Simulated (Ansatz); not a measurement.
## TiB2 (P6/mmm): the Drude term of Re ε in the infrared

Re ε of TiB2 (P6/mmm) along x at low photon energies is read from one computed spectrum; the carriers' damping was typed as γ = 0.05 eV. x, y and z are the Cartesian axes of the input cell.

Symmetry: P6/mmm, No. 191, hexagonal system. The conventional cell has a = 3.029 Å, b = 3.029 Å, c = 3.228 Å, α = 90.00°, β = 90.00°, γ = 120.00°. Ti on site a is surrounded by 12 B at 2.38 Å. B on site d has 3 B at 1.75 Å as nearest neighbours.

Method: Ansatz 0.2.0, PBEsol, independent particles, k-mesh 15×15×12 with interpolation inside its cells, Gaussian parameter 0.1 eV.

Launch of the response step: `ansatz run input.yaml --threads 4 --pin off --max-ram 8192MiB --backend cpu --events-out ev --progress --plain --runs-dir out`. The run took 2.6 min, on 4 threads of Intel(R) Xeon(R) Processor @ 2.50GHz (Skylake/Cascade Lake) (shared host).

```
photon energy E (eV)  wavelength (µm)    Re ε
                0.25             4.96  -139.7
                0.30             4.13   -83.2
                0.35             3.54   -50.0
                0.40             3.10   -29.4
                0.50             2.48       ?
                0.60             2.07    -0.3
                0.70             1.77     1.8
```

A Drude term over a constant background gives Re ε = ε_b − ωp²/(E² + γ²), linear in 1/(E² + γ²).

Working, on the rows shown:

| x = 1/(E² + γ²) (eV⁻²) | y = Re ε |
| --- | --- |
| 15.3846 | -139.7 |
| 10.8108 | -83.2 |
| 8 | -50 |
| 6.15385 | -29.4 |
| 2.75862 | -0.3 |
| 2.03046 | 1.8 |

Means: x̄ = 7.5231, ȳ = -50.133. Σ(x − x̄)(y − ȳ) = -1364, Σ(x − x̄)² = 127.6. Slope = -1364 / 127.6 = -10.69; intercept = ȳ − slope · x̄ = 30.287. The line misses the rows shown by at most 6.8.

Problem. Predict the last column of the withheld row from the fit.

Solution. At x = 3.9604 the line gives y = -12.049. The run gave -8.2, so the interpolation is off by 3.8, 3 % of the range in the table.

Refitted with all rows, the slope is -10.77 and the intercept 31.432. These give ωp = √(−slope) = 3.28 eV, against 3.70 eV from the program's Fermi-surface sum, and an intercept of 31.4. Taking the program's Drude term off the rows leaves 71 at the lowest energy and 30 at the highest, so the background isn't constant: interband transitions lie in or near the window, and neither fitted number can be trusted. The values come from a sum over the points of one k-mesh and carry its error, which is largest for Fermi-surface quantities.

[Logs are printed without paths, hosts, clocks, repeated set-up lines and the standing remarks that a program may print on its own settings, such as how far it seeks lower states.]
